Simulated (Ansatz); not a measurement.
# A hypothetical structure for ZnCr3C, part 2 of 2

Starting from a made-up structure for ZnCr3C, the aim is the relaxed cell, its shortest contacts and, where a second run follows, its electronic structure.

Ansatz 0.2.0; DFT, PBEsol, plane-wave PAW, files of the set soft_1, scalar-relativistic, ferromagnetic start, cell and ions relaxed at zero pressure; PAW set soft_1 (the session's first sound run).

So far: Starting point; Relaxing cell and atoms. The relaxed cell has a = 3.804 Å (conventional setting).

## 3. Bands of the relaxed cell

A second self-consistent run takes a narrower smearing and the mesh shown in its input; the bands follow along the standard path of the relaxed lattice.

This step: DFT, PBEsol, plane-wave PAW, files of the set soft_1, scalar-relativistic, no spin, bands and density of states at the relaxed cell; PAW set soft_1 (Ansatz 0.2.0).

input.yaml

```yaml
crystal:
  lattice:
    - [3.8043980892, 0.0, 0.0]
    - [0.0, 3.8043980892, 0.0]
    - [0.0, 0.0, 3.8043980892]
  atoms:
    - { symbol: Zn, position: [0.0, 0.0, 0.0] }
    - { symbol: Cr, position: [0.5, 0.0, 0.5] }
    - { symbol: Cr, position: [0.5, 0.5, 0.0] }
    - { symbol: Cr, position: [0.0, 0.5, 0.5] }
    - { symbol: C, position: [0.5, 0.5, 0.5] }
kpoints:
  mp_grid: { grid: [8, 8, 8] }
  band_path:
    path:
      - [[0.0, 0.0, 0.0], [0.0, 0.5, 0.0], [0.5, 0.5, 0.0], [0.0, 0.0, 0.0], [0.5, 0.5, 0.5], [0.0, 0.5, 0.0]]
      - [[0.5, 0.5, 0.0], [0.5, 0.5, 0.5]]
    npoints: 13
scf:
  occupations: { method: fermi_dirac, width: 0.03 }
  n_extra_bands: 9
hamiltonian:
  xc: pbesol
  pseudopotentials: { kind: paw, azcp: { folder: soft_1 }, xc_functional: pbe }
output:
  forces: true
  stress: true
  write_bands: true
  dos: { projected: true }
  write_density: true
  write_potential: true
  elf: true
  volumetric_format: npy
```

Started as:

```
$ ansatz run input.yaml --threads 4 --pin off --max-ram 8192MiB --backend cpu --events-out ev --progress --plain --runs-dir out
```

Numbers of over 12 decimals in the logs are rounded to 6 here.

The log of the run:

```text
[...]
Crystal: 5 atoms, lattice volume = 55.063 Å³
Basis set: ecut = 420 eV, 1045 PW (Γ), exchange–correlation on 54×54×54 points (8 copies of the dense FFT grid, shifted against one another)
Bands: 38, of which v1, the nominal top of the filled ones, is band 29 counted from 1 (28 counted from 0)
Symmetry: 48 space group operations
[...]
k-points: 35 of 512
[...]
SCF iter   1: F=—  HF=-13583.102643 eV  |F-HF|=—  |Δ(HF+E_count)|=         —  Δρ=2.54e-1  dr2=3.58e1  ethr=3.10e-3  ⟨swp⟩=5.4  Hψ=4807  notcnv=0
[...]
SCF iter  10: F=-13574.606000 eV  HF=-13574.606000 eV  |F-HF|=7.16e-9  |Δ(HF+E_count)|=   3.01e-7  Δρ=6.94e-6  dr2=1.60e-8  ethr=1.72e-10  ⟨swp⟩=13.7  Hψ=9266  notcnv=0
SCF 1 converged in 10 iterations: F = -13574.606000 eV  dr2 = 1.60e-8
[...]
NSCF: frozen V_eff on 80 k-points
SCF converged after 10 iterations
Free energy (F): -13574.606000 eV
[...]
Internal energy: -13574.589518 eV  (E = F + TS)
E sigma→0 (E₀):  -13574.597759 eV
Entropy (-TS):   -0.016482 eV (-3.296 meV/atom)
Fermi energy:    16.219220 eV
[...]
--- Stress (GPa, compression-positive) ---
       -0.117956      -0.000000       0.000000
        0.000000      -0.117956       0.000000
       -0.000000       0.000000      -0.117956
  P = ⅓ Tr σ = -0.1180 GPa (-1.180 kbar)
--- Band table (eV; the first three rows and the last of 35) ---
  k-point 0: bands = [... 25 lower, 14.2619, 14.2619, 16.6649, 16.6649, 16.6649, 16.9090, 16.9090, 18.0453, ... 5 higher]
  k-point 1: bands = [... 25 lower, 14.2594, 14.3695, 16.6139, 16.6250, 16.6250, 16.8382, 16.9089, 17.9402, ... 5 higher]
  k-point 2: bands = [... 25 lower, 14.1258, 14.6737, 16.4033, 16.4880, 16.5701, 16.5701, 16.9024, 17.6449, ... 5 higher]
  k-point 34: bands = [... 25 lower, 15.4436, 15.4436, 15.4436, 15.7147, 15.7147, 15.7147, 17.0540, 17.0540, ... 5 higher]
```

It took 1.7 s on 4 threads of Intel Xeon Platinum 8559C (Emerald Rapids), shared host; peak memory 0.49 GiB; 5.8 s of CPU time.

This step gave:

| Item | Value |
| --- | --- |
| free energy | -13574.6060 eV |
| energy at zero smearing | -13574.5978 eV |
| smearing term TS | 0.01648 eV |
| pressure | -0.1180 GPa |

From bands.tsv, the bands that come nearest the Fermi level along the path, at its corners, in eV from the Fermi level:

```tsv
point	band 26	band 27	band 28	band 29	band 30	band 31	band 32	band 33
Γ	-1.96	-1.96	0.45	0.45	0.45	0.69	0.69	1.83
X	-2.16	-0.89	-0.31	0.08	0.33	0.33	0.54	0.90
M	-0.83	-0.83	-0.71	-0.71	0.18	0.66	0.68	0.82
Γ	-1.96	-1.96	0.45	0.45	0.45	0.69	0.69	1.83
R	-0.78	-0.78	-0.78	-0.50	-0.50	-0.50	0.83	0.83
X	-2.16	-0.89	-0.31	0.08	0.33	0.33	0.54	0.90
M	-0.83	-0.83	-0.71	-0.71	0.18	0.66	0.68	0.82
R	-0.78	-0.78	-0.78	-0.50	-0.50	-0.50	0.83	0.83
```

Counts of states for the cell as run, both spins, by energy window (eV from the Fermi level): Near the top, bands beyond those computed are missing, so counts there can be too low.

```
from  to  total
  -8  -7   2.09
  -7  -6  10.08
  -6  -5   1.63
  -5  -4   2.92
  -4  -3   1.66
  -3  -2   4.75
  -2  -1   3.85
  -1   0   5.04
   0   1   7.22
   1   2   2.77
   2   3   3.14
   3   4   1.53
```

A further 26.0 states lie below the table's range.

Electrostatic potential energy in the ac plane at fractional y = 0.500, with atoms of Cr and C within 0.2 Å of it. With pseudopotentials it is smooth inside the atoms' cores, unlike the true potential.

Ten even steps from '0' (-34 eV) to '9' (19 eV), each cell a mean:
```
99985334336899
99986433347999
89998654578998
66899877789876
33588754588743
33367410157533
53357200047434
43367300157533
33478632478643
45789877789865
88998765689988
99997433358999
99985333336999
99984345336899
```
Columns run along a (3.8 Å; values clipped at the 3rd and 97th percentile), rows up along c (3.8 Å). Atoms in or near the plane, at fractional coordinates: Cr at (0.50, 0.00), Cr at (0.00, 0.50), C at (0.50, 0.50).

Valence density in the ac plane at fractional y = 0.500, with atoms of Cr and C within 0.2 Å of it. It is the smooth field of the valence electrons, not physical close to the nuclei.

Values in e/Å³, 14 rows by 14 columns, each cell a mean:
```
 0  0  0  0  1  5 12 16 10  3  1  0  0  0
 0  0  0  0  1  2  5  7  4  2  0  0  0  0
 0  0  0  0  0  1  1  2  1  1  0  0  0  0
 1  1  0  0  0  1  1  1  1  1  0  0  0  1
 4  3  1  1  1  1  1  1  1  1  1  1  2  3
13  9  3  1  1  1  2  2  2  1  1  1  4 10
21 13  4  1  1  1  2  2  2  1  1  2  7 16
16 10  3  1  1  1  2  2  2  1  1  1  5 12
 7  4  2  1  1  1  1  1  1  1  1  1  2  5
 1  1  1  0  0  1  1  1  1  1  0  0  1  1
 0  0  0  0  0  1  1  1  1  1  0  0  0  0
 0  0  0  0  1  2  3  4  3  1  0  0  0  0
 0  0  0  0  1  4 10 13  9  3  1  0  0  0
 0  0  0  0  1  7 16 21 13  4  1  0  0  0
```
Columns run along a (3.8 Å), rows up along c (3.8 Å). Atoms in or near the plane, at fractional coordinates: Cr at (0.50, 0.00), Cr at (0.00, 0.50), C at (0.50, 0.50).

ELF in the ac plane at fractional y = 0.500, with atoms of Cr and C within 0.2 Å of it. It is the smooth field of the valence electrons, not physical close to the nuclei.

Values, 14 rows by 14 columns, each cell a mean:
```
0.34 0.34 0.27 0.19 0.31 0.58 0.77 0.83 0.73 0.49 0.25 0.20 0.31 0.34
0.29 0.32 0.32 0.22 0.22 0.38 0.53 0.59 0.50 0.32 0.20 0.25 0.33 0.31
0.19 0.21 0.27 0.28 0.22 0.22 0.26 0.29 0.25 0.21 0.24 0.29 0.25 0.20
0.28 0.24 0.20 0.27 0.38 0.42 0.43 0.44 0.43 0.41 0.35 0.24 0.20 0.25
0.55 0.45 0.26 0.23 0.50 0.70 0.70 0.68 0.71 0.66 0.41 0.21 0.32 0.49
0.80 0.69 0.40 0.25 0.54 0.70 0.47 0.32 0.54 0.71 0.43 0.25 0.50 0.73
0.90 0.79 0.47 0.27 0.55 0.63 0.21 0.04 0.32 0.68 0.44 0.29 0.59 0.83
0.84 0.73 0.42 0.25 0.54 0.68 0.39 0.21 0.47 0.70 0.43 0.26 0.53 0.77
0.64 0.54 0.30 0.23 0.52 0.73 0.68 0.63 0.70 0.70 0.42 0.22 0.38 0.58
0.35 0.29 0.20 0.25 0.42 0.52 0.54 0.55 0.54 0.50 0.38 0.22 0.22 0.31
0.19 0.19 0.24 0.29 0.25 0.23 0.25 0.27 0.25 0.23 0.27 0.28 0.22 0.19
0.25 0.29 0.32 0.24 0.20 0.30 0.42 0.47 0.40 0.26 0.20 0.27 0.32 0.27
0.33 0.34 0.29 0.19 0.29 0.54 0.73 0.79 0.69 0.45 0.24 0.21 0.32 0.34
0.34 0.33 0.25 0.19 0.35 0.64 0.84 0.90 0.80 0.55 0.28 0.19 0.29 0.34
```
Columns run along a (3.8 Å), rows up along c (3.8 Å). Atoms in or near the plane, at fractional coordinates: Cr at (0.50, 0.00), Cr at (0.00, 0.50), C at (0.50, 0.50).

## 4. Outcome

| Item | Value |
| --- | --- |
| space group, relaxed | Pm-3m |
| conventional cell | a = 3.804, b = 3.804, c = 3.804 Å; α = 90.0°, β = 90.0°, γ = 90.0° |
| volume per atom | 11.01 Å³ (guess 11.74) |
| total moment | 0.00 μB in the cell of 5 atoms |

**Reading.** ZnCr3C relaxes to Pm-3m with a = 3.804, b = 3.804 and c = 3.804 Å. The guessed volume was 7 % too large. The space group Pm-3m was held in the relaxation, so the end point is a stationary structure within it and may be a saddle against distortions or other arrangements. The moments died out from this one start and weren't seeded again at the relaxed cell. Bands cross the Fermi level, so it is a metal or semimetal at this level. On the 8×8×8 mesh with the narrower smearing (relaxed on 7×7×7) the forces vanish, as symmetry may demand, and the largest stress component is 0.118 GPa, against the relaxation's thresholds of 0.015 eV/Å and 0.05 GPa. The cutoff wasn't tested. No dispersion term is used, so weakly bound directions may come out too long. Nothing here tests whether the compound is stable against decomposition.

[Logs are printed without paths, hosts, clocks, repeated set-up lines and the standing remarks that a program may print on its own settings, such as how far it seeks lower states.]

[Hosts, paths, dates, database ids (printed as entryN), source tags and the programs' standing remarks are cut or masked in the printed files.]
